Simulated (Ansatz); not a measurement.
# Lattice dynamics of BaCdBO3F (built on the sites of a database entry of BaZnBO3F), part 2 of 2

How does BaCdBO3F (built on the sites of a database entry of BaZnBO3F) vibrate, and is this structure a minimum?

Ansatz 0.2.0; DFT PBEsol, scalar-relativistic, plane waves, PAW.

So far. Step 4 (Relaxing to small forces for the phonons): The largest force component left is 0.45 meV/Å and the pressure is 0.001 GPa, within the tolerances set. The cell now holds 14.72 Å³/atom. Step 5 (Modes at Γ): Before it was imposed, the acoustic sum rule was missed by 6.1e-4 eV/Å² and the charge sum rule by 0.0032 e. Small misses are needed for a sound result but don't prove that mesh and cutoff are converged. The relaxed cell has a = 5.188, c = 4.419 Å (conventional setting).

The structure was built from a prototype and need not be the compound's stable phase.

## Step 6: Response at finite wavevector

Stability and thermal properties need the whole zone. Linear response on a 2×2×2 q mesh gives force constants as far as a supercell of that size would, and the tensors from the zone-centre run are typed in so that the long-range dipole term is interpolated apart.

Contents of input.yaml:

```yaml
crystal:
  lattice:
    - [5.188433932, 0.0, 0.0]
    - [-2.594216966, 4.493315591, 0.0]
    - [0.0, 0.0, 4.4187726628]
  atoms:
    - { symbol: Ba, position: [0.0, 0.0, 0.0] }
    - { symbol: Cd, position: [0.3333333333, 0.6666666667, 0.5] }
    - { symbol: B, position: [0.6666666667, 0.3333333333, 0.5] }
    - { symbol: O, position: [0.3722092563, 0.2641726768, 0.5] }
    - { symbol: O, position: [0.8919634205, 0.6277907437, 0.5] }
    - { symbol: O, position: [0.7358273232, 0.1080365795, 0.5] }
    - { symbol: F, position: [0.3333333333, 0.6666666667, 0.0] }
kpoints:
  mp_grid: { grid: [6, 6, 4] }
hamiltonian:
  xc: pbesol
scf:
  occupations: { method: fixed }
output:
  eigenvalues: true
phonons:
  method: dfpt
  qmesh: [2, 2, 2]
  temperatures: { t_max: 1000, t_step: 50 }
  qpath:
    path:
      - [[0.0, 0.0, 0.0], [0.5, 0.0, 0.0], [0.33333333, 0.33333333, 0.0], [0.0, 0.0, 0.0], [0.0, 0.0, 0.5], [0.5, 0.0, 0.5], [0.33333333, 0.33333333, 0.5], [0.0, 0.0, 0.5]]
      - [[0.5, 0.0, 0.5], [0.5, 0.0, 0.0]]
      - [[0.33333333, 0.33333333, 0.5], [0.33333333, 0.33333333, 0.0]]
    npoints: 10
  non_analytic_term:
    high_frequency_dielectric_tensor: [[3.3216, 0.0, 0.0], [0.0, 3.3216, 0.0], [0.0, 0.0, 3.0847]]
    born_effective_charges:
      - { species: Ba, tensor: [[2.403, -0.0174, 0.0], [0.0174, 2.403, 0.0], [0.0, 0.0, 3.3172]] }
      - { species: Cd, tensor: [[2.3647, -0.0716, 0.0], [0.0716, 2.3647, 0.0], [0.0, 0.0, 2.1596]] }
      - { species: B, tensor: [[2.8216, 0.4411, 0.0], [-0.4411, 2.8216, 0.0], [0.0, 0.0, 0.0886]] }
      - { species: O, tensor: [[-2.607, -0.2719, 0.0], [-0.0126, -1.7129, 0.0], [0.0, 0.0, -1.2405]] }
      - { species: O, tensor: [[-1.8132, -0.4457, 0.0], [-0.1863, -2.5066, 0.0], [0.0, 0.0, -1.2405]] }
      - { species: O, tensor: [[-2.0596, 0.3286, 0.0], [0.5879, -2.2603, 0.0], [0.0, 0.0, -1.2405]] }
      - { species: F, tensor: [[-1.1095, 0.037, 0.0], [-0.037, -1.1095, 0.0], [0.0, 0.0, -1.8438]] }
    source: "zone-centre run at this cell"
```

Command:

```bash
ansatz run input.yaml --threads 8 --pin off --max-ram 14336MiB --backend cpu --events-out ev --progress --plain --runs-dir out
```

Elapsed: 1.7 min, on 8 threads of Intel Xeon 6975P-C (Granite Rapids), shared host; peak memory 1.1 GiB.

Numbers from this step:

| Item | Value |
| --- | --- |
| sum-rule residual before enforcement | 6.69e-4 eV/Å² |
| lowest frequency on the path | -71.65 cm⁻¹ |
| highest frequency on the path or at a solved wavevector | 1307 cm⁻¹ |
| lowest mode on the q mesh (acoustic modes at Γ apart) | -71.65 cm⁻¹ |

Frequencies (cm⁻¹) solved at each irreducible wavevector; negative means imaginary. Frequencies by wavevector, by row:

| q in reciprocal lattice units | star | mode 1 | mode 2 | mode 3 | mode 4 | mode 19 | mode 20 | mode 21 |
| --- | --- | --- | --- | --- | --- | --- | --- | --- |
| 0 0 0 | 1 | 0 | 0 | 0 | 54.7 | 903.3 | 1226 | 1226 |
| 0 0 -0.5 | 1 | -59.3 | -59.3 | 70.4 | 70.4 | 901.4 | 1226 | 1226 |
| 0 -0.5 0 | 3 | 14.9 | 52.8 | 56.5 | 74.6 | 901.7 | 1242 | 1296 |
| 0 -0.5 -0.5 | 3 | -71.7 | -58.4 | 61.9 | 80.2 | 900.4 | 1235 | 1253 |

Interpolated from a 2×2×2 q mesh, rough between the solved points, with the LO-TO term (at Γ the limit along the path; where Γ stands inside the path, tables give the limit on arrival). Phonon branches along the path, in cm⁻¹:

| point | branch 1 | branch 2 | branch 3 | branch 4 | branch 18 | branch 19 | branch 20 | branch 21 |
| --- | --- | --- | --- | --- | --- | --- | --- | --- |
| Γ | 0 | 0 | 0 | 55 | 713 | 903 | 1226 | 1307 |
| halfway | 20 | 34 | 55 | 63 | 713 | 902 | 1234 | 1301 |
| M | 15 | 53 | 56 | 75 | 713 | 902 | 1242 | 1296 |
| halfway | 20 | 55 | 60 | 62 | 713 | 902 | 1250 | 1289 |
| K | 20 | 57 | 58 | 66 | 713 | 902 | 1261 | 1278 |
| halfway | 28 | 39 | 43 | 72 | 713 | 902 | 1238 | 1298 |
| Γ | 0 | 0 | 0 | 55 | 713 | 903 | 1226 | 1307 |
| halfway | -28 | -28 | 40 | 40 | 723 | 902 | 1226 | 1226 |
| A | -59 | -59 | 70 | 70 | 724 | 901 | 1226 | 1226 |
| halfway | -68 | -57 | 74 | 76 | 722 | 900 | 1230 | 1242 |
| L | -72 | -58 | 62 | 80 | 721 | 900 | 1235 | 1253 |
| halfway | -70 | -61 | 63 | 74 | 721 | 901 | 1238 | 1251 |
| H | -66 | -66 | 65 | 72 | 721 | 901 | 1244 | 1247 |
| halfway | -69 | -57 | 72 | 74 | 722 | 900 | 1232 | 1245 |
| A | -59 | -59 | 70 | 70 | 724 | 901 | 1226 | 1226 |
| jump to L | -72 | -58 | 62 | 80 | 721 | 900 | 1235 | 1253 |
| halfway | -44 | -40 | 53 | 75 | 717 | 901 | 1239 | 1273 |
| M | 15 | 53 | 56 | 75 | 713 | 902 | 1242 | 1296 |
| jump to H | -66 | -66 | 65 | 72 | 721 | 901 | 1244 | 1247 |
| halfway | -47 | -43 | 64 | 68 | 717 | 901 | 1252 | 1262 |
| K | 20 | 57 | 58 | 66 | 713 | 902 | 1261 | 1278 |

Tetrahedra on a 14×14×14 mesh, mean over bins of 20 cm-1. Interpolated from a 2×2×2 q mesh, rough between the solved points. Table of phonon density of states by wavenumber; read off at these points:

wavenumber (cm⁻¹), phonon density of states (1/cm⁻¹/cell) and a bar:
```
      -70     0.0155 ######
      -30     0.0137 #####
       30     0.0118 ####
       70     0.0775 #############################
       90     0.0810 ##############################
      130     0.0379 ##############
      170     0.0662 #########################
      210     0.0112 ####
      250     0.0503 ###################
      270     0.0292 ###########
      310     0.0078 ###
      350     0.0004 
      410     0.0000 
      450     0.0086 ###
      510     0.0000 
      550     0.0000 
      590     0.0474 ##################
      610     0.0526 ###################
      650     0.0000 
      690     0.0000 
      730     0.0144 #####
      790     0.0000 
      830     0.0000 
      890     0.0035 #
      910     0.0465 #################
      930     0.0000 
      970     0.0000 
     1030     0.0000 
     1070     0.0000 
     1110     0.0000 
     1170     0.0000 
     1210     0.0000 
     1270     0.0142 #####
     1310     0.0005
```

The partial phonon density of states has structure finer than the step of the table below, so its rows give means over 50 cm⁻¹, whole bins alone (the curve runs from -81.2 to 1355 cm⁻¹). Peaks (cm⁻¹: height): B 262.2: 0.0063, 596.5: 0.00394, 713.9: 0.028, 1238.0: 0.0305; Ba 81.5: 0.0435; Cd 90.5: 0.0272, 253.1: 0.0053; F -54.0: 0.0220, 54.4: 0.00913, 162.8: 0.00764, 433.8: 0.0272; O 162.8: 0.0426, 253.1: 0.0333, 596.5: 0.0623, 903.7: 0.0376.

Phonopy on the run's constants, 13x13x13 mesh, Gaussian sigma 10.3 cm-1. Interpolated from a 2×2×2 q mesh, rough between the solved points. The partial phonon density of states by wavenumber; means over each step; values in 1/cm⁻¹/cell:

| wavenumber (cm⁻¹) | B | Ba | Cd | F | O |
| --- | --- | --- | --- | --- | --- |
| -50 | 3.0e-4 | 0.00202 | 1.8e-4 | 0.0157 | 0.00363 |
| 0 | 1.0e-4 | 0.00259 | 9.9e-4 | 0.00478 | 8.8e-4 |
| 50 | 4.4e-4 | 0.0186 | 0.0134 | 0.00771 | 0.00369 |
| 100 | 8.8e-4 | 0.0305 | 0.0229 | 0.00370 | 0.00660 |
| 150 | 0.00191 | 0.00518 | 0.00821 | 0.00457 | 0.0264 |
| 200 | 7.7e-4 | 5.2e-4 | 0.00547 | 0.00232 | 0.0140 |
| 250 | 0.00428 | 2.3e-4 | 0.00373 | 0.00137 | 0.0235 |
| 300 | 0.00287 | 1.6e-4 | 0.00230 | 4.8e-4 | 0.0180 |
| 350 | 3.4e-4 | 2.2e-5 | 0.00152 | 9.3e-5 | 0.0102 |
| 400 | 7.5e-5 | 9.8e-7 | 2.6e-4 | 0.00484 | 2.8e-4 |
| 450 | 1.6e-4 | 2.8e-5 | 7.4e-4 | 0.0127 | 8.1e-4 |
| 500 | 4.0e-7 | 4.0e-7 | 5.0e-6 | 1.0e-4 | 8.7e-6 |
| 550 | 6.7e-5 | 0 | 9.1e-6 | 1.7e-6 | 0.00109 |
| 600 | 0.00224 | 1.4e-5 | 2.4e-4 | 2.2e-4 | 0.0354 |
| 650 | 4.1e-5 | 0 | 3.0e-6 | 6.2e-6 | 6.3e-4 |
| 700 | 0.0116 | 2.9e-6 | 0 | 2.9e-6 | 0.00285 |
| 750 | 0.00440 | 7.0e-7 | 0 | 7.0e-7 | 0.00110 |
| 800 | 0 | 0 | 0 | 0 | 0 |
| 850 | 0 | 0 | 0 | 0 | 2.0e-4 |
| 900 | 0 | 3.6e-6 | 1.6e-5 | 0 | 0.0194 |
| 950 | 0 | 0 | 0 | 0 | 4.0e-4 |
| 1000 | 0 | 0 | 0 | 0 | 0 |
| 1050 | 0 | 0 | 0 | 0 | 0 |
| 1100 | 0 | 0 | 0 | 0 | 0 |
| 1150 | 0 | 0 | 0 | 0 | 0 |
| 1200 | 0.00303 | 0 | 5.1e-7 | 5.1e-7 | 0.00105 |
| 1250 | 0.0211 | 7.2e-6 | 9.6e-6 | 1.9e-5 | 0.00747 |
| 1300 | 0.00529 | 0 | 2.5e-6 | 4.3e-6 | 0.00201 |

Symmetry leaves 4 wavevectors to solve. The lowest mode among them, the acoustic zeros apart, lies at q = (0, -0.5, -0.5) and is imaginary, 71.7i cm⁻¹, so the energy falls along it.

## Step 7: Another isotope, element B, natural mass 10.81 amu

An isotope changes the mass and not the force constants, so no new electronic calculation is needed; the shifts show which modes move this element.

The same force constants with the mass of B changed from 10.810 to 10.013 u (phonopy, no LO-TO term). Both lists are sorted by frequency; levels can cross, so a row need not hold one and the same mode. Modes under 3 cm⁻¹ are left out. Isotope shifts, by row, the first 40 of 60 rows:

| q | rank | natural mass (cm⁻¹) | changed mass (cm⁻¹) |
| --- | --- | --- | --- |
| 0 0 0 | 4 | 54.69 | 54.69 |
| 0 0 0 | 5 | 54.69 | 54.69 |
| 0 0 0 | 6 | 96.38 | 96.43 |
| 0 0 0 | 7 | 103.7 | 103.7 |
| 0 0 0 | 8 | 103.7 | 103.7 |
| 0 0 0 | 9 | 153.3 | 153.3 |
| 0 0 0 | 10 | 153.3 | 153.3 |
| 0 0 0 | 11 | 154.4 | 155.2 |
| 0 0 0 | 12 | 243.4 | 244.7 |
| 0 0 0 | 13 | 243.4 | 244.7 |
| 0 0 0 | 14 | 333.3 | 333.3 |
| 0 0 0 | 15 | 429.9 | 430 |
| 0 0 0 | 16 | 602 | 603.5 |
| 0 0 0 | 17 | 602 | 603.5 |
| 0 0 0 | 18 | 713 | 735.6 |
| 0 0 0 | 19 | 903.3 | 903.3 |
| 0 0 0 | 20 | 1225 | 1261 |
| 0 0 0 | 21 | 1225 | 1261 |
| 0 0 -0.5 | 1 | -59.33 | -59.33 |
| 0 0 -0.5 | 2 | -59.33 | -59.33 |
| 0 0 -0.5 | 3 | 70.44 | 70.56 |
| 0 0 -0.5 | 4 | 70.44 | 70.56 |
| 0 0 -0.5 | 5 | 73.69 | 73.69 |
| 0 0 -0.5 | 6 | 73.69 | 73.69 |
| 0 0 -0.5 | 7 | 132.7 | 132.7 |
| 0 0 -0.5 | 8 | 171.1 | 171.4 |
| 0 0 -0.5 | 9 | 176.3 | 176.3 |
| 0 0 -0.5 | 10 | 176.3 | 176.3 |
| 0 0 -0.5 | 11 | 241.2 | 242.5 |
| 0 0 -0.5 | 12 | 241.2 | 242.5 |
| 0 0 -0.5 | 13 | 256.7 | 258.4 |
| 0 0 -0.5 | 14 | 294.3 | 294.3 |
| 0 0 -0.5 | 15 | 460.3 | 460.3 |
| 0 0 -0.5 | 16 | 601.9 | 603.5 |
| 0 0 -0.5 | 17 | 601.9 | 603.5 |
| 0 0 -0.5 | 18 | 724.1 | 746.3 |
| 0 0 -0.5 | 19 | 901.4 | 901.4 |
| 0 0 -0.5 | 20 | 1226 | 1262 |
| 0 0 -0.5 | 21 | 1226 | 1262 |
| 0 -0.5 0 | 1 | 14.86 | 14.86 |

A mode of this element alone would shift by +3.90 %. The highest zone-centre frequency without the field goes from 1225.5 to 1261.4 cm⁻¹ (+2.9 %). The product of the frequency ratios over all optical modes at Γ is 1.118; the product rule, (m/m′)^(3k/2) (M′/M)^(3/2) with k = 1 such atoms and M the mass of the cell, gives 1.118.

## Step 8: Another isotope, element Ba, natural mass 137.327 amu

The same for Ba, from 137.33 to 133.90 u.

A mode of this element alone would shift by +1.27 %. The highest zone-centre frequency without the field goes from 1225.5 to 1225.5 cm⁻¹ (+0.0 %). The product of the frequency ratios over all optical modes at Γ is 1.023; the product rule, (m/m′)^(3k/2) (M′/M)^(3/2) with k = 1 such atoms and M the mass of the cell, gives 1.022.

## Step 9: Another isotope, element Cd, natural mass 112.414 amu

The same for Cd, from 112.41 to 115.90 u.

A mode of this element alone would shift by -1.52 %. The highest zone-centre frequency without the field goes from 1225.5 to 1225.5 cm⁻¹ (+0.0 %). The product of the frequency ratios over all optical modes at Γ is 0.971; the product rule, (m/m′)^(3k/2) (M′/M)^(3/2) with k = 1 such atoms and M the mass of the cell, gives 0.970.

## Step 10: Isotope substitution, element O, natural mass 15.999 amu

The same for O, from 16.00 to 18.00 u.

The same force constants with the mass of O changed from 15.999 to 17.999 u (phonopy, no LO-TO term). Both lists are sorted by frequency; levels can cross, so a row need not hold one and the same mode. Modes under 3 cm⁻¹ are left out. Isotope shifts, by row, the first 40 of 60 rows:

| q | rank | natural mass (cm⁻¹) | changed mass (cm⁻¹) |
| --- | --- | --- | --- |
| 0 0 0 | 4 | 54.69 | 54.69 |
| 0 0 0 | 5 | 54.69 | 54.69 |
| 0 0 0 | 6 | 96.38 | 95.98 |
| 0 0 0 | 7 | 103.7 | 103.3 |
| 0 0 0 | 8 | 103.7 | 103.3 |
| 0 0 0 | 9 | 153.3 | 144.6 |
| 0 0 0 | 10 | 153.3 | 144.6 |
| 0 0 0 | 11 | 154.4 | 149.2 |
| 0 0 0 | 12 | 243.4 | 234.8 |
| 0 0 0 | 13 | 243.4 | 234.8 |
| 0 0 0 | 14 | 333.3 | 314.2 |
| 0 0 0 | 15 | 429.9 | 429.7 |
| 0 0 0 | 16 | 602 | 570 |
| 0 0 0 | 17 | 602 | 570 |
| 0 0 0 | 18 | 713 | 705.5 |
| 0 0 0 | 19 | 903.3 | 851.7 |
| 0 0 0 | 20 | 1225 | 1208 |
| 0 0 0 | 21 | 1225 | 1208 |
| 0 0 -0.5 | 1 | -59.33 | -58.48 |
| 0 0 -0.5 | 2 | -59.33 | -58.48 |
| 0 0 -0.5 | 3 | 70.44 | 69.53 |
| 0 0 -0.5 | 4 | 70.44 | 69.53 |
| 0 0 -0.5 | 5 | 73.69 | 73.67 |
| 0 0 -0.5 | 6 | 73.69 | 73.67 |
| 0 0 -0.5 | 7 | 132.7 | 132.7 |
| 0 0 -0.5 | 8 | 171.1 | 168.7 |
| 0 0 -0.5 | 9 | 176.3 | 168.7 |
| 0 0 -0.5 | 10 | 176.3 | 169.2 |
| 0 0 -0.5 | 11 | 241.2 | 232.7 |
| 0 0 -0.5 | 12 | 241.2 | 232.7 |
| 0 0 -0.5 | 13 | 256.7 | 247.8 |
| 0 0 -0.5 | 14 | 294.3 | 279.2 |
| 0 0 -0.5 | 15 | 460.3 | 457.6 |
| 0 0 -0.5 | 16 | 601.9 | 570 |
| 0 0 -0.5 | 17 | 601.9 | 570 |
| 0 0 -0.5 | 18 | 724.1 | 715.3 |
| 0 0 -0.5 | 19 | 901.4 | 849.9 |
| 0 0 -0.5 | 20 | 1226 | 1209 |
| 0 0 -0.5 | 21 | 1226 | 1209 |
| 0 -0.5 0 | 1 | 14.86 | 14.84 |

A mode of this element alone would shift by -5.72 %. The highest zone-centre frequency without the field goes from 1225.5 to 1208.3 cm⁻¹ (-1.4 %). The product of the frequency ratios over all optical modes at Γ is 0.605; the product rule, (m/m′)^(3k/2) (M′/M)^(3/2) with k = 3 such atoms and M the mass of the cell, gives 0.605.

## Step 11: Summary of results

```yaml
space_group_after_relaxation_within_0p01_a: P-6
volume_per_atom: 14.7 Å³
gap_on_the_k_mesh: 2.76 eV
highest_optical_mode_at_the_zone_centre_no_lo_to_term: 1225 cm⁻¹
top_of_the_zone_centre_spectrum_with_the_field: 1307 cm⁻¹
lowest_optical_zone_centre_mode: 54.7 cm⁻¹
mean_high_frequency_dielectric_constant: 3.24
mean_static_dielectric_constant: 22.0
largest_born_charge_third_of_the_trace: 2.71 e
lowest_mode_on_the_q_mesh_acoustic_modes_at_gamma_apart: -71.7 cm⁻¹
highest_frequency_on_the_path_or_at_a_solved_wavevector: 1307 cm⁻¹
imaginary_modes_on_the_2x2x2_q_mesh: yes
```

**Reading.** Modes are clearly imaginary (beyond 10i cm⁻¹) at 2 of the 4 irreducible wavevectors, most at q = (0, -0.5, -0.5) (71.7i cm⁻¹), so this structure is not a minimum of the energy. Without the field, the optical modes at Γ span 55 to 1225 cm⁻¹. The highest mode in this list at Γ, 1225.5 cm⁻¹, is mostly motion of B (75 % of the kinetic energy). With the macroscopic field of the longitudinal modes the top of the zone-centre spectrum lies at 1307 cm⁻¹, against 1225 cm⁻¹ without it. Lattice motion raises the mean dielectric constant from 3.243 to 21.97. The strongest infrared line is at 1226 cm⁻¹. The q mesh stands for a supercell only 8.8 Å across, so branches between the solved wavevectors are rough. The program warns that the interpolation holds no quadrupole term, so branches close to Γ can be off in this crystal. Spin-orbit coupling is left out, which can matter for the heavy elements here. The starting cell was built on a prototype and not taken from a measurement, so the phase need not exist. These are harmonic frequencies at zero temperature: anharmonic shifts, linewidths and thermal expansion are left out.

[Logs are printed without paths, hosts, clocks, repeated set-up lines and the standing remarks that a program may print on its own settings, such as how far it seeks lower states.]

[Hosts, paths, dates, database ids (printed as entryN), source tags and the programs' standing remarks are cut or masked in the printed files.]
